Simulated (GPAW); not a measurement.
Consider Ti2O (P-3m1).

```xyz
3
Lattice="2.9194 0.0000 0.0000 -1.4597 2.5283 0.0000 0.0000 0.0000 4.7130" Properties=species:S:1:pos:R:3 pbc="T T T"
Ti    0.0000    1.6855    3.3993
Ti    1.4597    0.8428    1.3137
O     0.0000    0.0000    0.0000
```

Absorber: atom 1, with 3 O at 2.14 Å (pyramidal, site symmetry 3m). Method: GPAW, LDA, excited-electron core hole (neutral cell), 12-atom cell with 5.5 Å between holes, 5×5×5 k points, dipole transitions, Gaussian full width 0.94 eV up to 4 eV, rising linearly to 3.5 eV at 25 eV.

Question: What does the Ti K edge look like?

Main maxima up to 30 eV above the zero (height): 7.0 eV (0.91) and 13.5 eV (1.98). A K edge sees empty p states. The first eV above the zero hold little dipole weight, as the lowest empty bands are of d character; the main edge, of 4p character, rises through 0.6 near 5 eV above the zero. The total-energy difference is 4969.86 eV. One term is added: -22.68 eV, since the hole is spin-paired here and a spin-polarised one costs that much less in the free atom (computed apart). The photon energy is then 4947.18 eV. The tabulated edge of the element is 4966 eV. The functional leaves an error in such absolute values: in the free atom LDA prices this hole 13.2 eV below PBE (computed apart), and PBE is itself good to a few eV.

The Ti K spectrum (energy from the lowest empty level; intensity scaled to a mean of 1 over the first 20 eV; polarised curves are means over the symmetry-equivalent atoms):

| E (eV) | isotropic | ε ⊥ c | ε ∥ c |
| --- | --- | --- | --- |
| -2.0 | 0.00 | 0.00 | 0.00 |
| -1.4 | 0.00 | 0.00 | 0.00 |
| -0.8 | 0.00 | 0.00 | 0.00 |
| -0.2 | 0.02 | 0.02 | 0.02 |
| 0.4 | 0.08 | 0.07 | 0.09 |
| 1.0 | 0.18 | 0.17 | 0.20 |
| 1.6 | 0.26 | 0.27 | 0.23 |
| 2.2 | 0.31 | 0.30 | 0.34 |
| 2.8 | 0.35 | 0.31 | 0.43 |
| 3.4 | 0.34 | 0.35 | 0.31 |
| 4.0 | 0.34 | 0.38 | 0.26 |
| 4.6 | 0.50 | 0.58 | 0.33 |
| 5.2 | 0.61 | 0.71 | 0.41 |
| 5.8 | 0.66 | 0.72 | 0.53 |
| 6.4 | 0.81 | 0.89 | 0.67 |
| 7.0 | 0.91 | 1.00 | 0.73 |
| 7.6 | 0.84 | 0.90 | 0.70 |
| 8.2 | 0.72 | 0.77 | 0.63 |
| 8.8 | 0.65 | 0.70 | 0.54 |
| 9.4 | 0.67 | 0.71 | 0.58 |
| 10.0 | 0.79 | 0.80 | 0.78 |
| 10.6 | 0.98 | 0.96 | 1.01 |
| 11.2 | 1.18 | 1.15 | 1.26 |
| 11.8 | 1.42 | 1.35 | 1.57 |
| 12.4 | 1.68 | 1.60 | 1.85 |
| 13.0 | 1.90 | 1.83 | 2.04 |
| 13.6 | 1.98 | 1.92 | 2.10 |
| 14.2 | 1.89 | 1.82 | 2.02 |
| 14.8 | 1.74 | 1.64 | 1.93 |
| 15.4 | 1.65 | 1.51 | 1.92 |
| 16.0 | 1.60 | 1.45 | 1.92 |
| 16.6 | 1.55 | 1.44 | 1.77 |
| 17.2 | 1.47 | 1.45 | 1.50 |
| 17.8 | 1.38 | 1.45 | 1.22 |
| 18.4 | 1.29 | 1.41 | 1.04 |
| 19.0 | 1.21 | 1.33 | 0.98 |
| 19.6 | 1.15 | 1.21 | 1.01 |
| 20.2 | 1.08 | 1.10 | 1.05 |
| 20.8 | 1.01 | 1.00 | 1.04 |
| 21.4 | 0.95 | 0.94 | 0.97 |
| 22.0 | 0.89 | 0.90 | 0.88 |
| 22.6 | 0.85 | 0.87 | 0.81 |
| 23.2 | 0.82 | 0.84 | 0.79 |
| 23.8 | 0.80 | 0.80 | 0.79 |
| 24.4 | 0.77 | 0.75 | 0.81 |
| 25.0 | 0.75 | 0.70 | 0.84 |
| 25.6 | 0.74 | 0.68 | 0.85 |
| 26.2 | 0.74 | 0.67 | 0.86 |
| 26.8 | 0.75 | 0.69 | 0.86 |
| 27.4 | 0.77 | 0.73 | 0.85 |
| 28.0 | 0.79 | 0.76 | 0.84 |
| 28.6 | 0.81 | 0.81 | 0.82 |
| 29.2 | 0.83 | 0.84 | 0.81 |
| 29.8 | 0.85 | 0.88 | 0.79 |
| 30.4 | 0.87 | 0.93 | 0.77 |
| 31.0 | 0.90 | 0.98 | 0.76 |
| 31.6 | 0.94 | 1.03 | 0.77 |

The unit cell's mesh shows no gap over 0.35 eV. That is right for a metallic compound; for a small-gap or correlated insulator it would be the fault of the functional or of the assumed magnetic order, and the hole would be screened too well. Quadrupole 1s→3d transitions, which feed the pre-edge, are not in the dipole spectrum. The holes are only 5.5 Å apart, so the shape is probably not converged with cell size; no larger cell was run here. The mesh is coarse (0.28 Å⁻¹ between points), so small maxima may be mesh ripples. Lifetime broadening is put in by hand, and intensities beyond about 20 eV depend on it and on the partial waves. The structure is a published determination, not relaxed.

[Banner, clock and machine lines of the logs are left out without a mark of their own.]

[Logs are printed without paths, hosts, clocks, repeated set-up lines and the standing remarks that a program may print on its own settings, such as how far it seeks lower states.]

[Hosts, paths, dates, database ids (printed as entryN), source tags and the programs' standing remarks are cut or masked in the printed files.]

[Lists of maxima count a maximum above −3 eV only where it reaches 4 % of the highest in the window and stands out from its surroundings by 2 % of it (1.5 % where it reaches 55 %); shoulders and weaker maxima are passed over, and of the rest the first, up to two pre-edge ones and the few strongest are named.]
